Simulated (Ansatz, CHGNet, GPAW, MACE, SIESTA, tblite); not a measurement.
# Random start for liquid ZnBr2 at 780 K (102 atoms), the built cell with every atom moved at random

Calculated values (CHGNet 0.3.0, machine-learned interatomic potential CHGNet 0.3.0, trained on PBE(+U) plane-wave data; its forces lie 38 % r.m.s. from those of plane-wave PBE on this cell; published weights, no electronic structure; density 3.37 g/cm³) for the built cell with every atom moved at random.

Extended XYZ; positions in Å, forces in eV/Å:

```xyz
102
Lattice="15.575 0.000 0.000 0.000 15.575 0.000 0.000 0.000 15.575" Properties=species:S:1:pos:R:3:forces:R:3 pbc="T T T"
Zn 13.699 12.269 3.578 -0.970 1.422 1.289
Zn 2.471 2.026 3.294 0.921 -0.676 1.417
Zn 5.146 0.877 11.253 -0.366 -0.238 0.482
Zn 10.120 14.585 13.798 0.449 -1.534 -0.963
Zn 15.532 7.767 3.229 -0.331 -0.065 0.695
Zn 7.951 0.219 9.260 0.055 0.020 0.100
Zn 8.233 10.527 12.290 0.605 0.008 -0.438
Zn 6.322 2.916 8.196 -0.683 1.630 -0.251
Zn 12.886 5.312 13.673 -0.337 -0.606 -0.300
Zn 2.322 7.704 6.263 0.190 0.937 0.524
Zn 3.593 13.390 8.433 0.181 -0.158 -2.255
Zn 1.223 14.369 3.063 -1.058 -0.572 0.057
Zn 9.321 0.329 2.452 0.145 -0.180 1.392
Zn 11.388 6.596 8.603 0.151 -0.097 -1.541
Zn 2.981 3.201 10.154 -0.233 0.952 0.575
Zn 1.318 4.986 2.565 0.110 -0.340 0.063
Zn 4.944 9.861 11.753 -0.617 -0.340 -0.696
Zn 0.076 10.628 1.477 0.810 0.418 -0.689
Zn 6.727 2.149 0.012 -1.085 0.340 1.366
Zn 12.669 0.953 8.634 1.303 -1.481 0.083
Zn 8.115 5.617 6.219 0.494 -0.582 0.140
Zn 11.349 11.325 15.408 -0.388 0.082 -0.284
Zn 1.194 7.379 12.689 0.615 0.899 -0.845
Zn 7.416 9.542 6.653 0.156 0.730 -0.104
Zn 12.691 7.612 0.654 -0.095 0.310 -0.319
Zn 13.403 4.065 5.241 -0.159 -0.495 -0.684
Zn 6.278 12.017 14.861 -1.096 0.944 0.678
Zn 14.796 4.006 10.840 0.062 -0.665 -0.776
Zn 8.263 3.512 12.294 0.332 0.725 -0.039
Zn 11.318 2.232 11.935 0.950 0.192 0.746
Zn 0.459 1.387 14.430 1.009 0.873 0.734
Zn 5.343 6.963 3.396 0.015 1.150 -0.331
Zn 8.141 7.649 10.446 0.467 0.486 0.920
Zn 10.584 9.476 3.030 -0.439 0.540 0.455
Br 13.438 5.847 3.700 0.353 -0.333 0.337
Br 14.297 14.486 8.208 -1.041 1.121 0.516
Br 7.603 14.811 3.746 1.078 0.696 -0.719
Br 4.772 10.172 14.785 0.345 0.294 -0.637
Br 10.902 3.198 2.815 0.070 -0.695 0.308
Br 1.077 2.544 5.186 0.282 0.149 -0.921
Br 14.108 6.647 12.084 0.434 -0.218 -0.050
Br 8.763 10.382 4.941 0.147 -0.154 -0.073
Br 1.635 11.764 3.152 -0.261 0.605 -0.138
Br 4.498 1.090 4.687 -1.475 0.642 -1.043
Br 7.922 6.031 15.227 -0.234 -0.436 -0.283
Br 2.271 14.828 7.094 0.463 -0.665 0.636
Br 1.953 11.117 6.806 0.509 -0.032 0.412
Br 0.645 13.333 11.833 0.027 0.002 0.115
Br 9.044 11.920 1.531 1.435 -0.874 -0.599
Br 2.709 0.958 11.666 0.791 0.414 -0.323
Br 10.507 7.357 1.968 0.257 -0.040 -0.297
Br 10.352 8.962 10.767 -1.250 -0.301 0.021
Br 3.852 5.132 11.795 -1.009 -1.158 -0.941
Br 0.853 2.647 8.886 0.435 0.804 1.134
Br 12.129 13.989 1.753 0.113 -0.940 0.397
Br 12.728 2.293 14.449 -0.154 0.634 -0.987
Br 4.170 4.608 7.685 0.828 -1.073 0.818
Br 4.532 0.321 0.754 0.823 0.991 -0.184
Br 9.046 9.443 14.284 0.041 0.520 -0.387
Br 13.230 2.053 6.545 -0.072 0.594 -0.594
Br 13.308 5.022 8.804 -0.022 0.391 0.301
Br 6.913 3.888 5.191 0.211 0.310 0.493
Br 9.315 13.267 11.651 0.057 -0.263 0.980
Br 11.201 7.781 5.976 -0.093 -0.584 1.156
Br 9.830 11.665 8.293 -0.219 -0.298 -0.068
Br 12.858 11.750 6.071 0.293 0.279 -1.625
Br 1.115 8.073 1.218 0.135 0.070 0.235
Br 5.242 12.460 2.078 0.385 -0.142 -1.085
Br 10.919 14.862 5.457 -0.207 0.066 -0.492
Br 0.939 14.888 0.760 -0.073 0.331 0.074
Br 15.251 8.323 9.008 0.102 -0.090 0.012
Br 7.477 14.271 14.728 0.440 -0.483 -0.234
Br 10.458 0.169 9.058 -0.402 -0.065 -0.041
Br 5.097 1.003 8.826 0.172 -0.347 -0.135
Br 15.046 8.803 5.271 0.589 -0.465 -0.222
Br 2.500 3.152 14.721 -1.491 -1.036 -0.009
Br 12.755 9.609 13.824 -0.684 0.424 1.519
Br 14.617 14.619 4.468 0.836 -0.976 -1.086
Br 3.996 13.573 13.478 0.780 -0.234 0.029
Br 4.538 8.660 5.674 -0.021 -0.381 -0.232
Br 8.081 7.744 8.073 -0.271 -0.473 -0.679
Br 9.062 2.494 15.103 -0.656 0.125 -0.273
Br 5.688 13.351 6.609 -1.139 -0.059 1.313
Br 12.749 13.490 13.152 -1.626 0.206 0.687
Br 5.767 3.754 1.656 0.467 -0.668 -0.988
Br 3.049 5.567 4.161 0.332 0.394 -0.283
Br 9.999 4.369 7.227 -0.265 0.912 0.088
Br 4.142 6.470 15.240 -0.107 -0.104 0.106
Br 7.234 4.784 10.244 0.208 -0.586 0.164
Br 14.227 5.511 0.047 -0.508 0.361 0.171
Br 13.107 11.371 10.096 -0.015 0.017 -0.074
Br 14.235 0.925 11.370 -0.497 0.948 -0.257
Br 6.391 8.920 2.421 -0.624 -1.322 0.577
Br 6.424 7.844 12.197 0.138 0.191 -0.270
Br 14.377 2.018 2.222 0.530 0.496 0.113
Br 13.385 9.730 2.097 -0.206 -0.125 -0.108
Br 4.070 7.979 9.299 0.027 0.418 0.256
Br 2.023 9.876 11.784 0.775 -1.193 0.315
Br 1.037 11.373 15.004 -0.620 -0.278 0.709
Br 10.588 5.314 11.641 0.002 -0.717 0.552
Br 7.891 1.104 11.806 -0.663 0.025 -0.488
Br 6.458 10.755 9.796 -0.166 -0.249 1.082
```

The r.m.s. force component is 0.650 eV/Å; the longest force, 2.27 eV/Å, acts on Zn11.

[Logs are printed without paths, hosts, clocks, repeated set-up lines and the standing remarks that a program may print on its own settings, such as how far it seeks lower states.]

[Hosts, paths, dates, database ids (printed as entryN), source tags and the programs' standing remarks are cut or masked in the printed files.]
